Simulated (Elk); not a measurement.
# Ni2H: is a spiral lower than the collinear state?, part 2 of 2

Aim: the energy of spin spirals in Ni2H along a path of wavevectors.

Elk 11.2.3 (patched build); LDA (von Barth-Hedin); all-electron APW+lo, Dirac cores, scalar-relativistic bands.

So far. Step 2 (The state at q = 0): After 23 cycles the largest moment stands at 0.198 μB.

## (3) One pass at q = (0.1667, 0, 0)

One diagonalisation in the potential of q = 0; by the force theorem the spiral's energy is the band energy with the smearing's entropy term, less that of a like pass at q = 0. The total energy that such a pass prints is not self-consistent and is not used.

Contents of elk.in:

```
tasks
  1

xctype
  5

rgkmax
  7.0

nempty
  12

swidth
  0.003

reducebf
  0.5

epsengy
  1e-06

maxscl
  1

lmaxi
  2

spinsprl
  .true.

spinpol
  .true.

vqlss
  0.166667 0.000000 0.000000

sppath
  './'

avec
  5.02667347666 0.00000000000 0.00000000000
  -2.51333673824 4.35322692727 0.00000000000
  0.00000000000 0.00000000000 8.18251411963

atoms
  2
  'Ni.in'
  2
  0.6666666667 0.3333333333 0.8030000000   -0.000030 0.000000 0.000000
  0.3333333333 0.6666666667 0.2540000000   -0.000030 0.000000 0.000000
  'H.in'
  1
  0.0000000000 0.0000000000 0.0270000000   0.000000 0.000000 0.000000

ngridk
  12 12 8
```

On the command line:

```console
> OMP_NUM_THREADS=4 elk
```

Numbers of over 12 decimals in the logs are rounded to 6 here.

Log:

```text
Warning(gndstate): core states of species 1 leak from the muffin-tin :   0.1174598034E-02

--- INFO.OUT ---
┌─────────────────────────┐
│ Elk code version 11.2.3 │
└─────────────────────────┘

All units are atomic (Hartree, Bohr, etc.)

┌──────────────────────────────────────────┐
│ Ground-state run resuming from STATE.OUT │
└──────────────────────────────────────────┘

Lattice vectors :
   5.026673477       0.000000000       0.000000000
  -2.513336738       4.353226927       0.000000000
   0.000000000       0.000000000       8.182514120

Species : 1 (Ni)
 muffin-tin radius :    2.136305349
 atomic positions (lattice), magnetic fields (Cartesian) :
  1 :   0.66666667  0.33333333  0.77600000    0.00000000  0.00000000  0.00000000
  2 :   0.33333333  0.66666667  0.22700000    0.00000000  0.00000000  0.00000000

Species : 2 (H)
 muffin-tin radius :    1.246178120
 atomic positions (lattice), magnetic fields (Cartesian) :
  1 :   0.00000000  0.00000000  0.00000000    0.00000000  0.00000000  0.00000000

Total number of atoms per unit cell :    3
Total muffin-tin volume :    89.78507475
 ratio of muffin-tin to unit cell volume :   0.5014474223

Spin treatment :
 spin-polarised
 global magnetic field (Cartesian) :    0.000000000       0.000000000       0.000000000
 non-collinear magnetisation
 spin-spiral state assumed
  q-vector (lattice)   :   0.1666670000       0.000000000       0.000000000
  q-vector (Cartesian) :   0.2083285597      0.1202785500       0.000000000
  q-vector length      :   0.2405571001

Number of Bravais lattice symmetries :    4
Number of crystal symmetries         :    2
Crystal has no inversion symmetry
Complex Hermitian eigensolver will be used

k-point grid :     12    12     8
k-point offset :    0.000000000       0.000000000       0.000000000
k-point set is reduced with full crystal symmetry group
Total number of k-points :      624

Muffin-tin radius times maximum |G+k| :    7.000000000
 using average radius
Maximum |G+k| for APW functions       :    3.805182747
Maximum (1/2)|G+k|²                   :    7.239707870
Maximum |G| for potential and density :    12.00000000
Constant for pseudocharge density :    6
 order of it for each species :   13  11
 order of it for pair densities of each species (exact exchange by exxq0 0: 13) :   13   4
Radial integration step length :    1

G-vector grid sizes :     20    20    32
Number of G-vectors :     5275

Maximum angular momentum used for
 APW functions            :    8
 outer part of muffin-tin :    6

Number of empty states         :     36
Total number of valence states :    106
Total number of core states    :     24

Third-order local-orbitals added for an l without core states : T
Total number of local-orbitals :     52

Exchange-correlation functional :      5     0     0
 von Barth-Hedin, J. Phys. C 5, 1629 (1972)
 gradient requirement :    0
 local density approximation (LDA)

Smearing type :    3
 Fermi-Dirac
Smearing width :   0.3000000000E-02
Effective electronic temperature (K) :    947.3250744

Mixing type :    3
 Broyden mixing, J. Phys. A: Math. Gen. 17, L317 (1984)

Potential read in from STATE.OUT

┌──────────────────────────────┐
│ Self-consistent loop started │
└──────────────────────────────┘

┌─────────────────┐
│ Loop number : 1 │
└─────────────────┘

Reached self-consistent loops maximum

Energies :
 Fermi                       :     0.223486
 sum of occupied eigenvalues :     -1745.9288722518
 electron kinetic            :      3083.9440022460
 core electron kinetic       :      2765.6042951285
 Coulomb                     :     -5998.7315749303
 Coulomb potential           :     -4666.6424368385
 nuclear-nuclear             :     -505.47744260498
 electron-nuclear            :     -6336.5974800562
 Hartree                     :      843.34334773088
 Madelung                    :     -3665.4103565111
 xc potential                :     -163.22902005086
 xc effective B-field        :    -0.13234677502871E-02
 external B-field            :      0.000000
 exchange                    :     -117.60695960542
 correlation                 :     -5.946201
 electron entropic           :    -0.34837309210173E-02
 total energy                :     -3038.3442167288
 (external B-field energy excluded from total)

Density of states at Fermi energy :    114.3334668
 (states/Hartree/unit cell)

Estimated indirect band gap :   0.6852578635E-04
 from k-point 244 to k-point 86
Estimated direct band gap   :   0.1120802805E-02
 at k-point 340

Charges :
 core                        :    24.00000000
 valence                     :    33.00000000
 interstitial                :    2.964115711
 muffin-tins (core leakage)
  species : 1 (Ni)
   atom 1                    :    26.67877852     (  0.1174598034E-02)
   atom 2                    :    26.67607404     (  0.1174239556E-02)
  species : 2 (H)
   atom 1                    :   0.6810317215     (   0.000000000    )
 total in muffin-tins        :    54.03588429
 total calculated charge     :    56.99728610
 total charge                :    57.00000000
 error                       :   0.2713904852E-02

Moments :
 interstitial                :  -0.1537449118E-01  0.1185316445E-05 -0.9458833510E-08
 muffin-tins
  species : 1 (Ni)
   atom 1                    :   0.1767963632      0.5636610130E-04  0.4657127896E-05
   atom 2                    :   0.1822105688      0.4945722167E-05  0.5565328631E-05
  species : 2 (H)
   atom 1                    :  -0.1970373143E-02 -0.5489326677E-06  0.6867571172E-07
 total in muffin-tins        :   0.3570365588      0.6076289080E-04  0.1029113224E-04
 total moment                :   0.3416620677      0.6194820725E-04  0.1028167341E-04

┌──────────────────────────────┐
│ Self-consistent loop stopped │
└──────────────────────────────┘

Warning : core states of species 1 leak from the muffin-tin :   0.1174598034E-02
```

The job ended after 43 s (4 threads of Arm Neoverse V2, shared host; peak memory 0.5 GiB; 2.8 min of CPU time).

Read from the output:

| Item | Value |
| --- | --- |
| magnetization | 0.3417, 0, 0 μB |
| final state | spiral |
| largest moment | 0.1822 μB |

Moments of a spiral are printed for the first cell, in the frame that turns with it; over the crystal the turning parts cancel.

By that sum this spiral lies +1.0 meV a seeded atom from q = 0.

## (4) One pass at q = (0.3333, 0, 0)

Changes to elk.in since step 3:

```diff
@@ -34,3 +34,3 @@
 vqlss
-  0.166667 0.000000 0.000000
+  0.333333 0.000000 0.000000
```

On the command line:

```console
> OMP_NUM_THREADS=4 elk
```

Log:

```text
Warning(gndstate): core states of species 1 leak from the muffin-tin :   0.1174598034E-02

--- INFO.OUT ---
┌─────────────────────────┐
│ Elk code version 11.2.3 │
└─────────────────────────┘

All units are atomic (Hartree, Bohr, etc.)

┌──────────────────────────────────────────┐
│ Ground-state run resuming from STATE.OUT │
└──────────────────────────────────────────┘

Lattice vectors :
   5.026673477       0.000000000       0.000000000
  -2.513336738       4.353226927       0.000000000
   0.000000000       0.000000000       8.182514120
[...]
muffin-tins
  species : 1 (Ni)
   atom 1                    :   0.1508411312      0.4344544406E-02  0.8488521465E-05
   atom 2                    :   0.1552385941     -0.4168323288E-02  0.9646381312E-05
  species : 2 (H)
   atom 1                    :  -0.1297957311E-02 -0.7234711954E-07  0.1059193600E-06
 total in muffin-tins        :   0.3047817680      0.1761487706E-03  0.1824082214E-04
 total moment                :   0.2930336416      0.1722177522E-03  0.1823498884E-04

┌──────────────────────────────┐
│ Self-consistent loop stopped │
└──────────────────────────────┘

Warning : core states of species 1 leak from the muffin-tin :   0.1174598034E-02

[key lines of the parts left out:]
total energy                :     -3038.3441871641
```

It took 42 s on 4 threads; peak memory 0.52 GiB.

Read from the output:

```yaml
magnetization: 0.2930, 0, 0 μB
final_state: spiral
largest_moment: 0.1553 μB
```

By that sum this spiral lies +2.7 meV a seeded atom from q = 0.

## (5) E(q)

Wavevectors, in fractions of the reciprocal vectors: (0, 0, 0); (0.167, 0, 0); (0.333, 0, 0); (0.5, 0, 0); (0.333, 0.333, 0); (0.167, 0.167, 0); (0, 0, 0); (0, 0, 0.25); (0, 0, 0.5). The path runs through Γ, M, K, Γ, A.

Table of energy less that at q = 0, frozen potential by path:

| path (Å⁻¹) | energy less that at q = 0, frozen potential (meV a seeded atom) |
| --- | --- |
| 0.00 | 0 |
| 0.45 | 1.03 |
| 0.91 | 2.68 |
| 1.36 | 3.87 |
| 2.15 | 4.68 |
| 2.94 | 2.35 |
| 3.73 | 0 |
| 4.09 | 0.798 |
| 4.45 | 2.18 |

## (6) What came out

| Item | Value |
| --- | --- |
| lowest point | (0, 0, 0), 0 meV a seeded atom (frozen potential) |
| highest point | (0.333, 0.333, 0), 4.68 meV a seeded atom |

No spiral on the path lies under the state at q = 0; the dearest costs 4.68 meV a seeded atom. The force theorem is exact for small turns only; a flat spiral at large q turns neighbours far. The mesh is the same for all points and was not tested: differences of a few meV, and of some ten in a metal, can be noise.

[Logs and program files are shortened in this print: banners, set-up blocks, solver, clock and traceback lines can be left out without a mark of their own.]

[Logs are printed without paths, hosts, clocks, repeated set-up lines and the standing remarks that a program may print on its own settings, such as how far it seeks lower states.]

[Hosts, paths, dates, database ids (printed as entryN), source tags and the programs' standing remarks are cut or masked in the printed files.]

[Where a cell is said to come from a database of computed structures, the database is the Materials Project.]
